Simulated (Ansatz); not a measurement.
# KSnCl3 (model cell, started as cubic perovskite with Sn in the octahedra): from the cell to its phonons, part 2 of 3

Wanted: phonon frequencies of KSnCl3 (model cell, started as cubic perovskite with Sn in the octahedra) and what follows from them.

Ansatz 0.2.0; DFT PBEsol, scalar-relativistic, plane waves, PAW; PAW set soft_1.

So far: Set-up; Bringing the structure to rest, k-mesh 4×4×4; Relaxation, k-mesh 6×6×6.

The structure was built from a prototype and need not be the compound's stable phase.

### Step 4. Tight relaxation, k-mesh 6×6×6

Phonons need a cell at rest on their own settings, so the relaxation is repeated with tight tolerances on forces and stress on the k mesh and occupations of the first response run.

input.yaml

```yaml
crystal:
  lattice:
    - [5.4851711979, 0.0, 0.0]
    - [0.0, 5.4851711979, 0.0]
    - [0.0, 0.0, 5.4851711979]
  atoms:
    - { symbol: K, position: [0.0, 0.0, 0.0] }
    - { symbol: Sn, position: [0.5, 0.5, 0.5] }
    - { symbol: Cl, position: [0.5, 0.5, 0.0] }
    - { symbol: Cl, position: [0.5, 0.0, 0.5] }
    - { symbol: Cl, position: [0.0, 0.5, 0.5] }
kpoints:
  mp_grid: { grid: [6, 6, 6] }
hamiltonian:
  xc: pbesol
  pseudopotentials: { kind: paw, azcp: { folder: soft_1 }, xc_functional: pbe }
scf:
  occupations: { method: fixed }
output:
  forces: true
  stress: true
  eigenvalues: true
  write_density: true
  write_potential: true
  elf: true
  volumetric_format: npy
relax:
  adjacent_minimum: "off"
  f_tol: 0.001
  max_steps: 60
  cell: { stress_tol: 0.01 }
```

On the command line:

```bash
ansatz run input.yaml --threads 4 --pin off --max-ram 16384MiB --backend cpu --events-out ev --progress --plain --runs-dir out
```

Numbers of over 12 decimals in the logs are rounded to 6 here.

Log:

```text
[...]
Crystal: 5 atoms, lattice volume = 165.033 Å³
Basis set: ecut = 420 eV, 3239 PW (Γ), exchange–correlation on 80×80×80 points (8 copies of the dense FFT grid, shifted against one another)
Bands: 27, of which v1, the nominal top of the filled ones, is band 22 counted from 1 (21 counted from 0)
Symmetry: 48 space group operations
[...]
k-points: 20 of 216
[...]
--- Relaxed structure (1 steps of the walk, 1 accepted, 1 SCFs on fresh bases) ---
[...]
cell:  # Å, volume = 165.0329 Å³
    - [5.4851711979, 0.0, 0.0]
    - [0.0, 5.4851711979, 0.0]
    - [0.0, 0.0, 5.4851711979]
  atoms:
    - { symbol: K, position: [0.0, 0.0, 0.0] }
    - { symbol: Sn, position: [0.5, 0.5, 0.5] }
    - { symbol: Cl, position: [0.5, 0.5, 0.0] }
    - { symbol: Cl, position: [0.5, 0.0, 0.5] }
    - { symbol: Cl, position: [0.0, 0.5, 0.5] }
[key lines of the parts left out:]
SCF converged after 6 iterations
Free energy (F): -10654.954055 eV
Fermi energy:    4.586693 eV
P = ⅓ Tr σ = 0.0010 GPa (0.010 kbar)
```

The job ended after 4.3 s (4 threads of Arm Neoverse V1, shared host; peak memory 0.49 GiB; 16 s of CPU time).

Little changed from the start: no atom moved by 0.005 Å and no cell edge by 0.1 %.

Valence density in the ac plane at fractional y = 0.500, with atoms of Sn and Cl within 0.2 Å of it. It is the smooth field of the valence electrons, not physical close to the nuclei.

Ten steps, logarithmic in the rise over the least value, from '_' (0 e/Å³) to '@' (11 e/Å³), each cell a mean:
```
________::==++++++++--..______
________..--++++++==::..______
________..::------::..________
....______..::::::::..____....
----::....::------::......::--
++++--::::--++##**==::::::==++
++++==--::++%%@@@@**--::--++++
==++==--::++%%@@@@##--::--++++
++++==::::==##%%%%++--::--++++
====::....::==++++--::..::--==
::::..__....::::::::..__....::
..________..::----::..________
________..::======--::________
________::==++++++++--..______
______..::==++==++++--..______
```
Columns run along a (5.5 Å), rows up along c (5.5 Å). Atoms in or near the plane, at fractional coordinates: Sn at (0.50, 0.50), Cl at (0.50, 0.00), Cl at (0.00, 0.50).

Electrostatic potential energy in the ac plane at fractional y = 0.500, with atoms of Sn and Cl within 0.2 Å of it. With pseudopotentials it is smooth inside the atoms' cores, unlike the true potential.

Ten even steps from '0' (-37 eV) to '9' (8 eV), each cell a mean:
```
999996000389999
999998523699999
999999878999999
999999888999999
889998655789998
248986333479963
005873497358830
005873699358720
027984364368850
579987433689986
999998877899999
999999988999999
999999755899999
999997200489999
999995000289999
```
Columns run along a (5.5 Å; values clipped at the 3rd and 97th percentile), rows up along c (5.5 Å). Atoms in or near the plane, at fractional coordinates: Sn at (0.50, 0.50), Cl at (0.50, 0.00), Cl at (0.00, 0.50).

ELF in the ac plane at fractional y = 0.500, with atoms of Sn and Cl within 0.2 Å of it. It is the smooth field of the valence electrons, not physical close to the nuclei.

Ten even steps from '0' (0.00) to '9' (0.87), each cell a mean:
```
001489957997200
000268999984000
310025777641002
762002333210147
996212333321489
998423322332699
589533100233797
379533000233795
899523201333799
997323333322589
874112233210268
531013555420024
100147999862001
000379978996100
001589835997300
```
Columns run along a (5.5 Å), rows up along c (5.5 Å). Atoms in or near the plane, at fractional coordinates: Sn at (0.50, 0.50), Cl at (0.50, 0.00), Cl at (0.00, 0.50).

The forces vanish by symmetry and the pressure is 0.001 GPa, within the tolerances set. The cell now holds 33.01 Å³/atom.

### Step 5. A first phonon run

The phonons are first tried on the mesh that the gap suggested.

input.yaml, the sections that differ from step 4:

```yaml
output:
  eigenvalues: true
phonons:
  method: dfpt
  dielectric: true
  rigid_motions: translations
# crystal, kpoints, hamiltonian, scf: as in step 4
# relax: removed
```

Log:

```text
[...]
Crystal: 5 atoms, lattice volume = 165.033 Å³
Basis set: ecut = 420 eV, 3239 PW (Γ), exchange–correlation on 80×80×80 points (8 copies of the dense FFT grid, shifted against one another)
Bands: 27, of which v1, the nominal top of the filled ones, is band 22 counted from 1 (21 counted from 0)
Symmetry: 48 space group operations
k-points: 80 of 216 (irreducible under 2 space group operations, time reversal used)
[...]
optical modes at Γ + LO–TO along q̂ = [1.0000, 0.0000, 0.0000]:
      ω (cm⁻¹)  modes    IR ((D/Å)²/amu)
[...]
optical modes at Γ + LO–TO along q̂ = [0.0000, 1.0000, 0.0000]:
      ω (cm⁻¹)  modes    IR ((D/Å)²/amu)
[...]
optical modes at Γ + LO–TO along q̂ = [0.0000, 0.0000, 1.0000]:
      ω (cm⁻¹)  modes    IR ((D/Å)²/amu)
[...]
50.19      2            10.9370
         62.26      1             0.0566
         89.81      2            30.1496
        226.51      1            20.7458
[key lines of the parts left out:]
SCF converged after 11 iterations
Free energy (F): -10654.954055 eV
Fermi energy:    4.586695 eV
```

Elapsed: 80 s, on 4 threads; peak memory 1.7 GiB; 5.1 min of CPU time.

This step gave:

- sum-rule residual before enforcement: 5.01e-5 eV/Å²
- miss of the charge sum rule: 8.88e-4 e
- estimated error of the dielectric tensor: 0.01893
- estimated error of the Born charges: 0.02445 e
- point group: m-3m
- highest optical mode at the zone centre (no LO-TO term): 89.81 cm⁻¹
- lowest optical zone-centre mode: -63.83 cm⁻¹
- mean high-frequency dielectric constant: 6.016
- largest Born charge (third of the trace): 4.593 e
- top of the zone-centre spectrum with the field: 226.5 cm⁻¹

The highest optical mode at Γ without the field comes at 89.8 cm⁻¹, but the log warns of the mesh: “the force constants stand on the 6×6×6 k-mesh, whose period is 8.22 times the interband length at k = (-0.5000, -0.5000, -0.5000), direct gap 0.512 eV, under 14: take them and everything formed from them as unconverged”.

### Step 6. Relaxing to small forces for the phonons, k-mesh 12×12×12

The k mesh is raised to 12×12×12 since a zone-centre run on the first mesh warned that it was too coarse for the force constants, and the cell is relaxed again on it.

input.yaml, the sections that differ from step 5:

```yaml
kpoints:
  mp_grid: { grid: [12, 12, 12] }
output:
  forces: true
  stress: true
  eigenvalues: true
relax:
  adjacent_minimum: "off"
  f_tol: 0.001
  max_steps: 60
  cell: { stress_tol: 0.01 }
# crystal, hamiltonian, scf: as in step 5
# phonons: removed
```

Log:

```text
[...]
Crystal: 5 atoms, lattice volume = 165.033 Å³
Basis set: ecut = 420 eV, 3239 PW (Γ), exchange–correlation on 80×80×80 points (8 copies of the dense FFT grid, shifted against one another)
Bands: 27, of which v1, the nominal top of the filled ones, is band 22 counted from 1 (21 counted from 0)
Symmetry: 48 space group operations
[...]
k-points: 84 of 1728
[...]
--- Relaxed structure (3 steps of the walk, 3 accepted, 1 SCFs on fresh bases) ---
[...]
cell:  # Å, volume = 164.7437 Å³
    - [5.481965, 0, 0]
    - [0, 5.481965, 0.0]
    - [0, 0.0, 5.481965]
  atoms:
    - { symbol: K, position: [0, 0, 0] }
    - { symbol: Sn, position: [0.5, 0.5, 0.5] }
    - { symbol: Cl, position: [0.5, 0.5, 0] }
    - { symbol: Cl, position: [0.5, 0, 0.5] }
    - { symbol: Cl, position: [0, 0.5, 0.5] }
[key lines of the parts left out:]
SCF converged after 5 iterations
Free energy (F): -10654.960696 eV
Fermi energy:    4.614288 eV
P = ⅓ Tr σ = 0.0001 GPa (0.001 kbar)
```

It took 25 s on 4 threads; peak memory 0.65 GiB; 97 s of CPU time.

Little changed from the start: no atom moved by 0.005 Å and no cell edge by 0.1 %.

Numbers from this step:

```
pressure           : 5.04e-5 GPa
gap on the k-mesh  : 0.5036 eV
volume per atom    : 32.95 Å³
direct gap on mesh : 0.5036 eV
```

The forces vanish by symmetry and the pressure is 0.000 GPa, within the tolerances set. The cell now holds 32.95 Å³/atom.

### Step 7. Modes at Γ

The zone centre comes first: it holds the modes that light can see, as far as symmetry allows. The response to a homogeneous field gives the Born charges and the dielectric tensor.

input.yaml, the sections that differ from step 6:

```yaml
crystal:
  lattice:
    - [5.4819651111, 0.0, 0.0]
    - [0.0, 5.4819651111, 0.0]
    - [0.0, 0.0, 5.4819651111]
  atoms:
    - { symbol: K, position: [0.0, 0.0, 0.0] }
    - { symbol: Sn, position: [0.5, 0.5, 0.5] }
    - { symbol: Cl, position: [0.5, 0.5, 0.0] }
    - { symbol: Cl, position: [0.5, 0.0, 0.5] }
    - { symbol: Cl, position: [0.0, 0.5, 0.5] }
output:
  eigenvalues: true
phonons:
  method: dfpt
  dielectric: true
  rigid_motions: translations
# kpoints, hamiltonian, scf: as in step 6
# relax: removed
```

Log:

```text
[...]
Crystal: 5 atoms, lattice volume = 164.744 Å³
Basis set: ecut = 420 eV, 3191 PW (Γ), exchange–correlation on 80×80×80 points (8 copies of the dense FFT grid, shifted against one another)
Bands: 27, of which v1, the nominal top of the filled ones, is band 22 counted from 1 (21 counted from 0)
Symmetry: 48 space group operations
k-points: 518 of 1728 (irreducible under 2 space group operations, time reversal used)
[...]
SCF iter   1: F=—  HF=-10656.276677 eV  |F-HF|=—  |Δ(HF+E_count)|=         —  Δρ=3.42e-2  dr2=2.93e0  ethr=3.10e-3  ⟨swp⟩=5.1  Hψ=56086  notcnv=0  defer=1190
[...]
SCF iter  11: F=-10654.960696 eV  HF=-10654.960696 eV  |F-HF|=9.09e-12  |Δ(HF+E_count)|=  1.82e-11  Δρ=5.29e-8  dr2=6.06e-12  ethr=1.00e-12  ⟨swp⟩=17.8  Hψ=111748  notcnv=0
SCF 1 converged in 11 iterations: F = -10654.960696 eV  dr2 = 6.06e-12
[...]
Bands: 23, of which v1, the nominal top of the filled ones, is band 22 counted from 1 (21 counted from 0)
k-points: 84
[...]
Eigensolver: Dense (84 Hₖ)
SCF iter   1: F=—  HF=-10654.940190 eV  |F-HF|=—  |Δ(HF+E_count)|=         —  Δρ=1.09e-4  dr2=4.12e-6  ethr=1.00e-1
[...]
SCF iter   3: F=-10654.940194 eV  HF=-10654.940194 eV  |F-HF|=8.13e-9  |Δ(HF+E_count)|=   1.15e-6  Δρ=4.86e-6  dr2=2.29e-8  ethr=2.77e-9
SCF 1 converged in 3 iterations: F = -10654.940194 eV  dr2 = 2.29e-8
[...]
SCF converged after 11 iterations
Free energy (F): -10654.960696 eV
[...]
Internal energy: -10654.960696 eV  (E = F + TS)
E sigma→0 (E₀):  -10654.960696 eV
Fermi energy:    4.614290 eV
[...]
--- Band table (eV; the first three rows and the last of 518) ---
  k-point 0: bands = [... 18 lower, 0.6645, 0.7120, 0.7120, 0.7120, 6.0192, 8.2477, 8.2477, 8.8212, ... 1 higher]
  k-point 1: bands = [... 18 lower, 0.6564, 0.7053, 0.7053, 0.7321, 6.0832, 8.2690, 8.3014, 8.8284, ... 1 higher]
  k-point 2: bands = [... 18 lower, 0.6345, 0.6946, 0.6946, 0.8259, 6.2684, 8.3053, 8.4539, 8.8182, ... 1 higher]
  k-point 517: bands = [... 18 lower, 1.1426, 1.1426, 1.1426, 4.6143, 5.1179, 5.1179, 5.1179, 7.4175, ... 1 higher]
[...]
ASR residual: 4.679e-5 → 0.000e0 eV/Å²; symmetrization residual: 1.527e-5 eV/Å²
  ASR residual per site (eV/Å²): 4.65e-5 4.68e-5 3.52e-5 3.52e-5 3.52e-5
[...]
ε∞ (high-frequency dielectric tensor):
        6.055918     0.000000     0.000000
        0.000000     6.055918     0.000000
        0.000000     0.000000     6.055918
[...]
Born effective charges Z* (e; rows j = field, columns β = displacement):
    site 0:
         1.28196   -0.00000   -0.00000
         0.00000    1.28196    0.00000
         0.00000    0.00000    1.28196
    site 1:
         4.59605    0.00000   -0.00000
        -0.00000    4.59605    0.00000
         0.00000    0.00000    4.59605
    site 2:
        -0.50158   -0.00000    0.00000
         0.00000   -0.50158    0.00000
         0.00000    0.00000   -4.87484
    site 3:
        -0.50158    0.00000   -0.00000
        -0.00000   -4.87484    0.00000
         0.00000    0.00000   -0.50158
    site 4:
        -4.87484    0.00000   -0.00000
        -0.00000   -0.50158    0.00000
         0.00000    0.00000   -0.50158
  Z* charge neutrality: 1.555e-6 e pre-enforcement
[...]
optical modes at Γ without the LO–TO term, one row a degenerate level:
      ω (cm⁻¹)  modes    IR ((D/Å)²/amu)
        -61.26      3             1.7458
         -0.80      3             0.0000
         61.76      3            10.8252
         93.38      3            50.0333
  optical modes at Γ + LO–TO along q̂ = [1.0000, 0.0000, 0.0000]:
      ω (cm⁻¹)  modes    IR ((D/Å)²/amu)
        -61.26      2             1.1639
        -59.18      1             0.0231
         -0.80      3             0.0000
         61.76      2             7.2168
         67.99      1             0.0335
         93.38      2            33.3555
        228.64      1            20.8115
  optical modes at Γ + LO–TO along q̂ = [0.0000, 1.0000, 0.0000]:
      ω (cm⁻¹)  modes    IR ((D/Å)²/amu)
        -61.26      2             1.1639
        -59.18      1             0.0231
         -0.80      3             0.0000
         61.76      2             7.2168
         67.99      1             0.0335
         93.38      2            33.3555
        228.64      1            20.8115
  optical modes at Γ + LO–TO along q̂ = [0.0000, 0.0000, 1.0000]:
      ω (cm⁻¹)  modes    IR ((D/Å)²/amu)
        -61.26      2             1.1639
        -59.18      1             0.0231
         -0.80      3             0.0000
         61.76      2             7.2168
         67.99      1             0.0335
         93.38      2            33.3555
        228.64      1            20.8115
```

Wall time 7.7 min (4 threads); peak memory 8 GiB; 29 min of CPU time.

Numbers from this step:

```yaml
sum_rule_residual_before_enforcement: 4.68e-5 eV/Å²
miss_of_the_charge_sum_rule: 1.56e-6 e
estimated_error_of_the_dielectric_tensor: 0.01940
estimated_error_of_the_born_charges: 0.02342 e
highest_optical_mode_at_the_zone_centre_no_lo_to_term: 93.38 cm⁻¹
lowest_optical_zone_centre_mode: -61.26 cm⁻¹
mean_high_frequency_dielectric_constant: 6.056
largest_born_charge_third_of_the_trace: 4.596 e
top_of_the_zone_centre_spectrum_with_the_field: 228.6 cm⁻¹
```

Without the LO-TO term. Patterns of degenerate modes are one choice out of their space. Modes at Γ, with each element's share of the kinetic energy (negative means imaginary):

```
mode  frequency (cm⁻¹)  symmetry  K %  Sn %  Cl %
   1             -61.3       T1u   69     1    30
   2             -61.3       T1u   69     1    30
   3             -61.3       T1u   69     1    30
   4              -0.8       T2u    0     0   100
   5              -0.8       T2u    0     0   100
   6              -0.8       T2u    0     0   100
   7               0.0  acoustic   15    45    40
   8               0.0  acoustic   15    45    40
   9               0.0  acoustic   15    45    40
  10              61.8       T1u   15    11    74
  11              61.8       T1u   15    11    74
  12              61.8       T1u   15    11    74
  13              93.4       T1u    1    44    55
  14              93.4       T1u    1    44    55
  15              93.4       T1u    1    44    55
```

Displacements in mode 2 (-61.3 cm⁻¹), the largest set to 1:
```
K1   0.00  0.20  1.00
Sn2  0.00 -0.01 -0.06
Cl3  0.00 -0.10  0.07
Cl4  0.00  0.01 -0.49
Cl5  0.00 -0.10 -0.49
```

Displacements in mode 12 (61.8 cm⁻¹), the largest set to 1:
```
K1  -0.59  0.00  0.00
Sn2  0.28  0.00  0.00
Cl3 -0.64  0.00  0.01
Cl4 -0.64  0.01  0.00
Cl5  1.00  0.00  0.00
```

Optical modes at the zone centre, without and with the macroscopic field of the longitudinal modes; each column is sorted by frequency, so a row need not hold one and the same mode. Modes with and without the field, by row:

```
rank among optical modes  no field (cm⁻¹)  q along (1, 0, 0) (cm⁻¹)
                       1            -61.3                     -61.3
                       2            -61.3                     -61.3
                       3            -61.3                     -59.2
                       4             -0.8                      -0.8
                       5             -0.8                      -0.8
                       6             -0.8                      -0.8
                       7             61.8                      61.8
                       8             61.8                      61.8
                       9             61.8                        68
                      10             93.4                      93.4
                      11             93.4                      93.4
                      12             93.4                     228.6
```

Born charge (rows field, columns displacement) (e), principal values of the symmetric part by kind of site:

```
atom  atoms with these values    low  middle   high   mean
  K1                        1   1.28    1.28   1.28   1.28
 Sn2                        1   4.60    4.60   4.60   4.60
 Cl3                        3  -4.87   -0.50  -0.50  -1.96
```

In full for Sn2:

```
4.60 0.00 0.00
0.00 4.60 0.00
0.00 0.00 4.60
```

High-frequency dielectric tensor:

```
6.06 0.00 0.00
0.00 6.06 0.00
0.00 0.00 6.06
```

Transverse modes; imaginary modes are left out. Lines of the infrared spectrum (strongest = 100):

```
position (cm⁻¹)  relative intensity
             62                  22
             93                 100
```

Before it was imposed, the acoustic sum rule was missed by 4.7e-5 eV/Å² and the charge sum rule by 1.6e-6 e. Small misses are needed for a sound result but don't prove that mesh and cutoff are converged. Against the first mesh the highest mode moved by +3.6 cm⁻¹. The lowest optical mode is imaginary, 61.3i cm⁻¹, so the energy falls along it.

The log warns of the k mesh: “the force constants stand on the 12×12×12 k-mesh, whose period is 9.41 times the interband length at k = (-0.5000, -0.5000, -0.5000), direct gap 0.504 eV, under 14: take them and everything formed from them as unconverged”.

(Part 2 of 3 ends here.)

[Logs are printed without paths, hosts, clocks, repeated set-up lines and the standing remarks that a program may print on its own settings, such as how far it seeks lower states.]

[Hosts, paths, dates, database ids (printed as entryN), source tags and the programs' standing remarks are cut or masked in the printed files.]
